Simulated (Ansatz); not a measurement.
# Rb on Al(100): change of the work function, part 3 of 5

Aim: the work function of Al(100) at several coverages of Rb (hollow site), and the dipole that each adsorbate carries.

Ansatz 0.2.0; plane-wave DFT, LDA, Ansatz PAW (the session's first sound run).

So far, work function, upper face (eV): step 2 (the clean slab) 4.49; step 3 (37 atoms, coverage 0.111 ML, cell 3x3) 2.03.

## (4) Adsorbate added, k-mesh 5×5×1, coverage 0.25 ML

System of this step: Rb/Al(100). The cell holds 17 atoms: 16 Al and 1 Rb. Its edges and angles: a = 5.728 Å, b = 5.728 Å, c = 27.070 Å, α = 90.0°, β = 90.0°, γ = 90.0°. Vacuum lies along c.

Another coverage, to see how the dipoles act on each other as their distance changes.

input.yaml reads:

```yaml
crystal:
  lattice:
    - [5.7275649276, 0.0, 0.0]
    - [0.0, 5.7275649276, 0.0]
    - [0.0, 0.0, 27.0697970635]
  atoms:
    - { symbol: Al, position: [0.25, 0.25, 0.332473863] }
    - { symbol: Al, position: [0.0, 0.0, 0.4072804821] }
    - { symbol: Al, position: [0.25, 0.25, 0.4835908631] }
    - { symbol: Al, position: [0.0, 0.0, 0.5584431087] }
    - { symbol: Al, position: [0.25, 0.75, 0.332473863] }
    - { symbol: Al, position: [0.0, 0.5, 0.4072804821] }
    - { symbol: Al, position: [0.25, 0.75, 0.4835908631] }
    - { symbol: Al, position: [0.0, 0.5, 0.5584431087] }
    - { symbol: Al, position: [0.75, 0.25, 0.332473863] }
    - { symbol: Al, position: [0.5, 0.0, 0.4072804821] }
    - { symbol: Al, position: [0.75, 0.25, 0.4835908631] }
    - { symbol: Al, position: [0.5, 0.0, 0.5584431087] }
    - { symbol: Al, position: [0.75, 0.75, 0.332473863] }
    - { symbol: Al, position: [0.5, 0.5, 0.4072804821] }
    - { symbol: Al, position: [0.75, 0.75, 0.4835908631] }
    - { symbol: Al, position: [0.5, 0.5, 0.5584431087] }
    - { symbol: Rb, position: [0.25, 0.25, 0.667526137] }
kpoints:
  mp_grid: { grid: [5, 5, 1] }
hamiltonian:
  xc: lda
scf:
  occupations: { method: fermi_dirac, width: 0.1 }
  convergence: { dr2_threshold: 1.0e-08 }
efield:
  axis: 3
  dipole_correction: true
  ramp_position: 0.97
  ramp_width: 0.06
relax:
  f_tol: 0.02
  max_steps: 60
  constraints: [{ sites: [0, 1, 4, 5, 8, 9, 12, 13] }]
output:
  bader: true
  dos: { projected: true, e_range: [-8, 4] }
  write_potential: true
  write_density: true
  volumetric_format: npy
  elf: true
```

Run with:

```console
$ ansatz run input.yaml --threads 2 --pin off --max-ram 3072MiB --backend cpu --events-out ev --progress --plain --runs-dir out
```

Numbers of over 12 decimals in the logs are rounded to 6 here.

Output:

```text
[...]
Crystal: 17 atoms, lattice volume = 888.025 Å³
Basis set: ecut = 420 eV, 17407 PW (Γ)
Bands: 46, of which v1, the nominal top of the filled ones, is band 29 counted from 1 (28 counted from 0)
Symmetry: 8 space group operations
[...]
k-points: 6 of 25
[...]
SCF iter   1: F=—  HF=-11372.813437 eV  |F-HF|=—  |Δ(HF+E_count)|=         —  Δρ=2.26e-3  dr2=1.63e-1  ethr=1.77e-3  p=0.470 e·Å  D=9.57e-2 V/Å  ΔV_dip=-2.59 eV  dr2_dipole=1.56e-3  V_vac-E_F(+/−)=1.76/4.35 eV  ⟨swp⟩=16.8  Hψ=2441  notcnv=0
[...]
SCF iter  10: F=-11372.798868 eV  HF=-11372.798868 eV  |F-HF|=1.07e-9  |Δ(HF+E_count)|=   2.05e-9  Δρ=1.59e-7  dr2=1.91e-9  ethr=1.75e-11  p=0.455 e·Å  D=9.27e-2 V/Å  ΔV_dip=-2.51 eV  dr2_dipole=7.79e-10  V_vac-E_F(+/−)=1.96/4.47 eV  ⟨swp⟩=12.2  Hψ=1973  notcnv=0
SCF 1 converged in 10 iterations: F = -11372.798868 eV  dr2 = 1.91e-9
[...]
relax step   1: F+E_penalty+E_count = -11372.79886808 eV  Δ(F+E_penalty+E_count) = +0.000e0 eV  max|allowed force component| = 9.099e-2 eV/Å  Δτ_max = 0.0000 Å  (10 SCF iters, accepted)
[...]
SCF iter   7: F=-11372.802231 eV  HF=-11372.802231 eV  |F-HF|=5.24e-10  |Δ(HF+E_count)|=   3.42e-9  Δρ=3.08e-7  dr2=5.53e-9  ethr=1.75e-11  p=0.458 e·Å  D=9.34e-2 V/Å  ΔV_dip=-2.53 eV  dr2_dipole=2.06e-10  V_vac-E_F(+/−)=1.94/4.47 eV  ⟨swp⟩=10.8  Hψ=1985  notcnv=0
SCF 2 converged in 7 iterations: F = -11372.802231 eV  dr2 = 5.53e-9
relax step   2: F+E_penalty+E_count = -11372.80223132 eV  Δ(F+E_penalty+E_count) = -3.363e-3 eV  max|allowed force component| = 6.186e-2 eV/Å  Δτ_max = 0.0348 Å  (7 SCF iters, accepted)
SCF iter   1: F=—  HF=-11372.803570 eV  |F-HF|=—  |Δ(HF+E_count)|=         —  Δρ=1.90e-4  dr2=1.38e-3  ethr=6.22e-5  p=0.458 e·Å  D=9.34e-2 V/Å  ΔV_dip=-2.53 eV  dr2_dipole=1.31e-4  V_vac-E_F(+/−)=1.94/4.47 eV  ⟨swp⟩=3.0  Hψ=572  notcnv=0
[...]
SCF iter   7: F=-11372.803434 eV  HF=-11372.803434 eV  |F-HF|=8.36e-9  |Δ(HF+E_count)|=   3.71e-9  Δρ=3.92e-7  dr2=7.47e-9  ethr=1.75e-11  p=0.463 e·Å  D=9.43e-2 V/Å  ΔV_dip=-2.55 eV  dr2_dipole=4.44e-9  V_vac-E_F(+/−)=1.92/4.47 eV  ⟨swp⟩=10.7  Hψ=1951  notcnv=0
SCF 3 converged in 7 iterations: F = -11372.803434 eV  dr2 = 7.47e-9
relax step   3: F+E_penalty+E_count = -11372.80343398 eV  Δ(F+E_penalty+E_count) = -1.203e-3 eV  max|allowed force component| = 7.122e-3 eV/Å  Δτ_max = 0.0304 Å  (7 SCF iters, accepted)
[...]
SCF converged after 7 iterations
Free energy (F): -11372.803434 eV
[...]
Internal energy: -11372.492027 eV  (E = F + TS)
E sigma→0 (E₀):  -11372.647731 eV
Entropy (-TS):   -0.311407 eV (-18.318 meV/atom)
Fermi energy:    0.559241 eV
Dipole field:    D = 0.094317 V/Å  (p = 0.462862 e·Å, saw-weighted, corrected)
Work function:   Φ+ = 1.9154 eV   Φ− = 4.4686 eV
[...]
--- Forces (eV/Å), atoms counted from 1 ---
  atom   1  Al    -0.00000000     0.00000000    -0.00327932
  atom   2  Al    -0.00641402    -0.00641402     0.01435990
  atom   3  Al     0.00000000     0.00000000     0.00395355
  atom   4  Al     0.00389995     0.00389995     0.00112696
  atom   5  Al    -0.00000000     0.00000000    -0.01488157
  atom   6  Al    -0.00641402     0.00641402     0.01435990
  atom   7  Al     0.00000000     0.00000000    -0.00069922
  atom   8  Al     0.00389995    -0.00389995     0.00112696
  atom   9  Al     0.00000000     0.00000000    -0.01488157
  atom  10  Al     0.00641402    -0.00641402     0.01435990
  atom  11  Al     0.00000000     0.00000000    -0.00069922
  atom  12  Al    -0.00389995     0.00389995     0.00112696
  atom  13  Al    -0.00000000     0.00000000    -0.01990322
  atom  14  Al     0.00641402     0.00641402     0.01435990
  atom  15  Al     0.00000000     0.00000000    -0.00454798
  atom  16  Al    -0.00389995    -0.00389995     0.00112696
  atom  17  Rb    -0.00000000     0.00000000    -0.00712221
  max |Σ_I F_I| component: 1.13e-4 eV/Å
--- Band table (eV; the first three rows and the last of 6) ---
  k-point 0: bands = [... 25 lower, -0.5922, -0.5823, 0.3684, 0.3684, 0.4219, 0.4855, 0.4959, 0.7686, ... 13 higher]
  k-point 1: bands = [... 25 lower, -0.2407, 0.3965, 0.4356, 0.5378, 0.6117, 0.6534, 0.7669, 0.7736, ... 13 higher]
  k-point 2: bands = [... 25 lower, -0.6783, -0.3060, 0.0097, 0.9998, 1.0051, 1.1391, 1.1953, 1.7806, ... 13 higher]
  k-point 5: bands = [... 25 lower, 0.3281, 0.6133, 0.6352, 0.6816, 0.8209, 1.1059, 1.2981, 1.9047, ... 13 higher]
--- Relaxed structure (3 steps of the walk, 3 accepted, 0 SCFs on fresh bases) ---
  F+E_penalty+E_count = -11372.80343398 eV   max|allowed force component| = 7.122e-3 eV/Å
  atoms:
    - { symbol: Al, position: [0.25, 0.25, 0.332474] }
    - { symbol: Al, position: [0.0, 0.0, 0.407280] }
    - { symbol: Al, position: [0.25, 0.25, 0.483819] }
    - { symbol: Al, position: [-0.00191308, -0.00191308, 0.558149] }
    - { symbol: Al, position: [0.25, 0.75, 0.332474] }
    - { symbol: Al, position: [0.0, 0.5, 0.407280] }
    - { symbol: Al, position: [0.25, 0.75, 0.483567] }
    - { symbol: Al, position: [-0.00191308, 0.501913, 0.558149] }
    - { symbol: Al, position: [0.75, 0.25, 0.332474] }
    - { symbol: Al, position: [0.5, 0.0, 0.407280] }
    - { symbol: Al, position: [0.75, 0.25, 0.483567] }
    - { symbol: Al, position: [0.501913, -0.00191308, 0.558149] }
    - { symbol: Al, position: [0.75, 0.75, 0.332474] }
    - { symbol: Al, position: [0.5, 0.5, 0.407280] }
    - { symbol: Al, position: [0.75, 0.75, 0.483569] }
    - { symbol: Al, position: [0.501913, 0.501913, 0.558149] }
    - { symbol: Rb, position: [0.25, 0.25, 0.665120] }
--- Bader charges: 17 sites ---
  site symbol  charge [e]  shift [e]
     0     Al      0.0153     0.0000
     1     Al     -0.0074     0.0000
     2     Al     -0.0272     0.0000
     3     Al     -0.1264     0.0000
     4     Al      0.0114     0.0000
     5     Al     -0.0074     0.0000
     6     Al     -0.0220     0.0000
     7     Al     -0.1265     0.0000
     8     Al      0.0114     0.0000
     9     Al     -0.0074     0.0000
    10     Al     -0.0220     0.0000
    11     Al     -0.1265     0.0000
    12     Al      0.0084     0.0000
    13     Al     -0.0074     0.0000
    14     Al      0.0017     0.0000
    15     Al     -0.1265     0.0000
    16     Rb      0.5583     0.0000
  estimated error of the sums over rays = 3.4e-4 e
```

It took 2.8 min on 2 threads of Arm Neoverse N1, shared host; peak memory 0.86 GiB.

Step by step:

```csv
step,energy less that of the first step (eV),largest force component (eV/Å)
1,0.0000,0.0910
2,-0.0034,0.0619
3,-0.0046,0.0071
```

Forces are held to the 8 operations that the run works with; a distortion that breaks them can't arise in this run.

The atoms that moved most (Å):

```csv
atom,dx,dy,dz,length
Rb17,0.000,0.000,-0.065,0.065
Al4,-0.011,-0.011,-0.008,0.017
Al12,0.011,-0.011,-0.008,0.017
Al8,-0.011,0.011,-0.008,0.017
Al16,0.011,0.011,-0.008,0.017
Al3,0.000,0.000,0.006,0.006
```

This step gave:

- energy at zero smearing: -11372.6477 eV
- work function, upper face: 1.915 eV
- work function, lower face: 4.469 eV
- dipole along the normal: 0.4629 e·Å
- step between the vacuum levels: -2.553 eV

Running mean over 2.025 Å of the planar mean; the ramp of the sawtooth is left out. Electron's electrostatic potential energy less the Fermi level against z:

z (Å), electron's electrostatic potential energy less the Fermi level (eV) and a bar from the least value:
```
      3.5       4.47 ##############################
      4.0       4.47 ##############################
      4.5       4.47 ##############################
      5.0       4.46 ##############################
      5.5       4.45 ##############################
      6.0       4.40 ##############################
      6.5       4.24 #############################
      7.0       3.67 ###########################
      7.5       2.06 ######################
      8.0      -0.36 ##############
      8.5      -2.69 ######
      9.0      -4.06 ##
      9.5      -4.40 #
     10.0      -4.49 
     10.5      -4.55 
     11.0      -4.54 
     11.5      -4.45 
     12.0      -4.42 #
     12.5      -4.44 #
     13.0      -4.54 
     13.5      -4.59 
     14.0      -4.56 
     14.5      -4.47 
     15.0      -4.20 #
     15.5      -3.20 #####
     16.0      -1.28 ###########
     16.5       0.29 ################
     17.0       0.18 ################
     17.5      -1.10 ############
     18.0      -1.80 #########
     18.5      -1.76 #########
     19.0      -0.57 #############
     19.5       0.82 ##################
     20.0       1.40 ####################
     20.5       1.62 #####################
     21.0       1.75 #####################
     21.5       1.82 #####################
     22.0       1.86 #####################
     22.5       1.89 #####################
     23.0       1.90 #####################
     23.5       1.91 ######################
```

The density of states has structure finer than the step of the table below, so its rows give means over 0.25 eV, whole bins alone (the curve runs from -8 to 1.98 eV). Peaks (eV: height): -4.840: 14.2, -1.410: 24.7, -0.810: 16.9, -0.240: 17.1, 0.600: 26.1, 1.350: 15.5, 1.830: 24.4.

Table of density of states by energy, zero at the Fermi level; means over each step:

```csv
energy (eV),density of states (states/eV a cell)
-7.75,2.31
-7.50,5.39
-7.25,3.02
-7.00,2.49
-6.75,3.31
-6.50,4.36
-6.25,4.71
-6.00,6.23
-5.75,4.00
-5.50,3.84
-5.25,2.03
-5.00,2.15
-4.75,7.99
-4.50,4.49
-4.25,6.07
-4.00,6.55
-3.75,6.59
-3.50,5.77
-3.25,4.14
-3.00,5.64
-2.75,9.09
-2.50,3.99
-2.25,7.39
-2.00,7.82
-1.75,6.59
-1.50,10.5
-1.25,6.09
-1.00,4.96
-0.75,7.07
-0.50,7.71
-0.25,9.90
0.00,8.05
0.25,8.47
0.50,13.5
0.75,7.31
1.00,6.15
1.25,8.89
1.50,8.65
1.75,13.1
```

Projected DOS per atom over height of the atomic layer and energy from the Fermi level. Layers: Al4 Al4 Al4 Al4 Rb from below.

Ten even steps from '_' (0.01 states/eV) to '@' (1.06 states/eV), each cell a mean:
```
**==++**..
==::::==::
--::::--@@
++++**++%%
++--::++++
++--::++__
==::::==__
++----++__
==--==--__
------==__
==----++__
::::::::__
------==__
--------__
--------__
........__
..::::..__
::====::__
::::::::__
..::::..__
..::::..__
........__
```
Columns: height of the atomic layer (Å) from 9 to 18.0 (not evenly spaced); rows upwards: energy from the Fermi level (eV) from -7.96 to 1.95.

Electrostatic potential energy in the ca plane at fractional y = 0.250, with atoms of Al and Rb within 0.2 Å of it. With pseudopotentials it is smooth inside the atoms' cores, unlike the true potential.

Values in eV, 8 rows by 16 columns, each cell a mean:
```
 -8  -3   0   0  -7  -3   1   3   4   2   2   2   3   3   3   3
-13 -11   2  -2 -13 -11   2   4   4   3   3   3   3   3   3   3
-15 -10   2  -1 -14 -10   2   4   4   3   3   3   3   3   3   3
 -3  -1   0   1  -3  -1   1   2   3   1   1   2   3   3   3   3
 -8  -3   0   1  -7  -3   1   2   0 -10  -4   2   3   3   3   3
-13 -11   2  -2 -13 -11   2   3  -6 -19 -13   1   3   3   3   3
-14 -10   2  -1 -14 -10   2   3  -4 -19 -12   1   3   3   3   3
 -3  -1   0   1  -3  -1   1   2   1  -6  -2   2   3   3   3   3
```
Columns run along c (16.0 Å, from fractional 0.32 to 0.91 of the cell; values clipped at the 3rd and 97th percentile), rows up along a (5.7 Å). Atoms in or near the plane, at fractional coordinates: Al at (0.33, 0.25), Al at (0.48, 0.25), Al at (0.33, 0.75), Al at (0.48, 0.75), Rb at (0.67, 0.25).

ELF in the ca plane at fractional y = 0.250, with atoms of Al and Rb within 0.2 Å of it. It is the smooth field of the valence electrons, not physical close to the nuclei.

Values, 8 rows by 16 columns, each cell a mean:
```
0.71 0.59 0.52 0.53 0.57 0.60 0.55 0.55 0.21 0.04 0.03 0.04 0.17 0.18 0.08 0.02
0.29 0.34 0.30 0.44 0.19 0.34 0.31 0.23 0.13 0.04 0.03 0.10 0.19 0.15 0.06 0.01
0.36 0.42 0.35 0.46 0.27 0.42 0.36 0.30 0.16 0.03 0.02 0.09 0.19 0.16 0.07 0.01
0.75 0.60 0.58 0.55 0.61 0.60 0.60 0.61 0.20 0.11 0.08 0.03 0.15 0.19 0.08 0.02
0.72 0.59 0.53 0.53 0.57 0.60 0.55 0.52 0.22 0.72 0.56 0.06 0.11 0.22 0.10 0.02
0.29 0.33 0.30 0.43 0.19 0.33 0.31 0.19 0.43 0.55 0.77 0.15 0.08 0.23 0.12 0.02
0.37 0.42 0.35 0.46 0.27 0.42 0.37 0.26 0.38 0.69 0.76 0.13 0.09 0.23 0.12 0.02
0.75 0.60 0.57 0.55 0.60 0.60 0.60 0.59 0.18 0.56 0.41 0.04 0.12 0.22 0.10 0.02
```
Columns run along c (16.0 Å, from fractional 0.32 to 0.91 of the cell), rows up along a (5.7 Å). Atoms in or near the plane, at fractional coordinates: Al at (0.33, 0.25), Al at (0.48, 0.25), Al at (0.33, 0.75), Al at (0.48, 0.75), Rb at (0.67, 0.25).

Valence density in the ca plane at fractional y = 0.250, with atoms of Al and Rb within 0.2 Å of it. It is the smooth field of the valence electrons, not physical close to the nuclei.

Values in e/Å³, 8 rows by 16 columns, each cell a mean:
```
0.2 0.2 0.2 0.2 0.2 0.2 0.2 0.1 0.0 0.0 0.0 0.0 0.0 0.0 0.0 0.0
0.1 0.2 0.1 0.2 0.1 0.2 0.1 0.1 0.0 0.0 0.0 0.0 0.0 0.0 0.0 0.0
0.1 0.2 0.1 0.2 0.1 0.2 0.1 0.1 0.0 0.0 0.0 0.0 0.0 0.0 0.0 0.0
0.2 0.2 0.2 0.2 0.2 0.2 0.2 0.1 0.0 0.0 0.0 0.0 0.0 0.0 0.0 0.0
0.2 0.2 0.2 0.2 0.2 0.2 0.2 0.1 0.1 0.6 0.3 0.0 0.0 0.0 0.0 0.0
0.1 0.2 0.1 0.2 0.1 0.2 0.1 0.1 0.4 1.8 1.0 0.0 0.0 0.0 0.0 0.0
0.1 0.2 0.1 0.2 0.1 0.2 0.1 0.1 0.3 1.7 0.8 0.0 0.0 0.0 0.0 0.0
0.2 0.2 0.2 0.2 0.2 0.2 0.2 0.1 0.1 0.3 0.1 0.0 0.0 0.0 0.0 0.0
```
Columns run along c (16.0 Å, from fractional 0.32 to 0.91 of the cell), rows up along a (5.7 Å). Atoms in or near the plane, at fractional coordinates: Al at (0.33, 0.25), Al at (0.48, 0.25), Al at (0.33, 0.75), Al at (0.48, 0.75), Rb at (0.67, 0.25).

The relaxation took 3 steps and lowered the energy by 0.0046 eV; the largest force on the free atoms ends at 0.0071 eV/Å.

By hand: a sheet of dipoles makes a step −p/(ε₀A) in the electron's potential. With e/ε₀ = 180.95 V·Å, p = 0.4629 e·Å and A = 32.80 Å², that is −180.95 × (0.4629) / 32.80 = -2.553 eV, and the two vacuum levels of the run differ by -2.553 eV.

The covered face has 1.92 eV, -2.57 eV against the clean one; the bare back face has moved by -0.02 eV, a measure of how thin the slab is.

## (5) Work function against coverage

This step: plane-wave DFT, LDA, Ansatz PAW; work function against coverage (Ansatz 0.2.0).

The runs are now put side by side.

This step gave:

| Item | Value |
| --- | --- |
| work function of the clean face | 4.490 eV |
| largest change of the work function | -2.574 eV |

Work function of the covered face against coverage:

```csv
coverage (adsorbates/nm²),work function of the covered face (eV)
0.00,4.49
1.35,2.03
3.05,1.92
```

The dipole per adsorbate comes from the change of the cell's dipole. Coverage, by row:

```csv
coverage (1/nm²),coverage (ML),work function (eV),change (eV),"dipole per adsorbate, positive end outwards (debye)",mean height of the added atoms over the highest substrate atom (Å)
1.355,0.1111,2.031,-2.459,4.737,2.849
3.048,0.25,1.915,-2.574,2.223,2.896
```

## (6) The 0.25 ML cell at another level of theory, functional PBEsol

This step: plane-wave DFT, PBEsol, Ansatz PAW (Ansatz 0.2.0).

The geometry is kept and the functional is PBEsol.

input.yaml reads:

```yaml
crystal:
  lattice:
    - [5.7275649276, 0.0, 0.0]
    - [0.0, 5.7275649276, 0.0]
    - [0.0, 0.0, 27.0697970635]
  atoms:
    - { symbol: Al, position: [0.25, 0.25, 0.332473863] }
    - { symbol: Al, position: [0.0, 0.0, 0.4072804821] }
    - { symbol: Al, position: [0.25, 0.25, 0.4838185947] }
    - { symbol: Al, position: [-0.0019130774, -0.0019130774, 0.5581487813] }
    - { symbol: Al, position: [0.25, 0.75, 0.332473863] }
    - { symbol: Al, position: [0.0, 0.5, 0.4072804821] }
    - { symbol: Al, position: [0.25, 0.75, 0.483567001] }
    - { symbol: Al, position: [-0.0019130774, 0.5019130774, 0.5581487813] }
    - { symbol: Al, position: [0.75, 0.25, 0.332473863] }
    - { symbol: Al, position: [0.5, 0.0, 0.4072804821] }
    - { symbol: Al, position: [0.75, 0.25, 0.483567001] }
    - { symbol: Al, position: [0.5019130774, -0.0019130774, 0.5581487813] }
    - { symbol: Al, position: [0.75, 0.75, 0.332473863] }
    - { symbol: Al, position: [0.5, 0.5, 0.4072804821] }
    - { symbol: Al, position: [0.75, 0.75, 0.4835688734] }
    - { symbol: Al, position: [0.5019130774, 0.5019130774, 0.5581487813] }
    - { symbol: Rb, position: [0.25, 0.25, 0.6651197716] }
kpoints:
  mp_grid: { grid: [5, 5, 1] }
hamiltonian:
  xc: pbesol
scf:
  occupations: { method: fermi_dirac, width: 0.1 }
  convergence: { dr2_threshold: 1.0e-08 }
efield:
  axis: 3
  dipole_correction: true
  ramp_position: 0.97
  ramp_width: 0.06
output:
  write_potential: true
  write_density: true
  volumetric_format: npy
```

Output:

```text
[...]
Crystal: 17 atoms, lattice volume = 888.025 Å³
Basis set: ecut = 420 eV, 17407 PW (Γ)
Bands: 46, of which v1, the nominal top of the filled ones, is band 29 counted from 1 (28 counted from 0)
Symmetry: 8 space group operations
[...]
k-points: 6 of 25
[...]
SCF iter   1: F=—  HF=-11605.907942 eV  |F-HF|=—  |Δ(HF+E_count)|=         —  Δρ=1.23e-3  dr2=1.26e-1  ethr=1.77e-3  p=0.476 e·Å  D=9.70e-2 V/Å  ΔV_dip=-2.63 eV  dr2_dipole=1.76e-4  V_vac-E_F(+/−)=1.57/4.20 eV  ⟨swp⟩=18.2  Hψ=2531  notcnv=0
[...]
SCF iter  11: F=-11605.906780 eV  HF=-11605.906780 eV  |F-HF|=4.55e-11  |Δ(HF+E_count)|=  1.64e-10  Δρ=8.23e-8  dr2=1.80e-10  ethr=1.75e-11  p=0.466 e·Å  D=9.50e-2 V/Å  ΔV_dip=-2.57 eV  dr2_dipole=4.36e-11  V_vac-E_F(+/−)=1.79/4.37 eV  ⟨swp⟩=3.2  Hψ=556  notcnv=0
SCF 1 converged in 11 iterations: F = -11605.906780 eV  dr2 = 1.80e-10
[...]
SCF converged after 11 iterations
Free energy (F): -11605.906780 eV
[...]
Internal energy: -11605.597525 eV  (E = F + TS)
E sigma→0 (E₀):  -11605.752152 eV
Entropy (-TS):   -0.309255 eV (-18.191 meV/atom)
Fermi energy:    0.690251 eV
Dipole field:    D = 0.095037 V/Å  (p = 0.466398 e·Å, saw-weighted, corrected)
Work function:   Φ+ = 1.7938 eV   Φ− = 4.3667 eV
[...]
--- Band table (eV; the first three rows and the last of 6) ---
  k-point 0: bands = [... 25 lower, -0.4482, -0.4378, 0.5008, 0.5008, 0.5645, 0.6211, 0.6315, 0.9248, ... 13 higher]
  k-point 1: bands = [... 25 lower, -0.1145, 0.5273, 0.5676, 0.6714, 0.7531, 0.7901, 0.9056, 0.9120, ... 13 higher]
  k-point 2: bands = [... 25 lower, -0.5458, -0.1727, 0.1224, 1.1244, 1.1399, 1.2768, 1.3405, 1.9170, ... 13 higher]
  k-point 5: bands = [... 25 lower, 0.4605, 0.7262, 0.7511, 0.8008, 0.9772, 1.2252, 1.4295, 2.0386, ... 13 higher]
```

It took 47 s on 2 threads; peak memory 0.94 GiB.

Numbers from this step:

```
energy at zero smearing        : -11605.7522 eV
work function, upper face      : 1.794 eV
work function, lower face      : 4.367 eV
dipole along the normal        : 0.4664 e·Å
step between the vacuum levels : -2.573 eV
```

The work function comes to 1.79 eV, -0.12 eV from the first level.

[end of part 3 of 5]

[Logs are printed without paths, hosts, clocks, repeated set-up lines and the standing remarks that a program may print on its own settings, such as how far it seeks lower states.]

[Hosts, paths, dates, database ids (printed as entryN), source tags and the programs' standing remarks are cut or masked in the printed files.]

[Maps of the electrostatic potential energy from Ansatz leave out the sawtooth potential of an applied field or a dipole correction, so their vacuum need not be flat; planar profiles and work functions include it.]

[The density of states shown here was stored with 400 of the rows of the run's finer table, so its peaks can read low, often by over a quarter, or be missed, and its means over a window can be off by a tenth or more.]
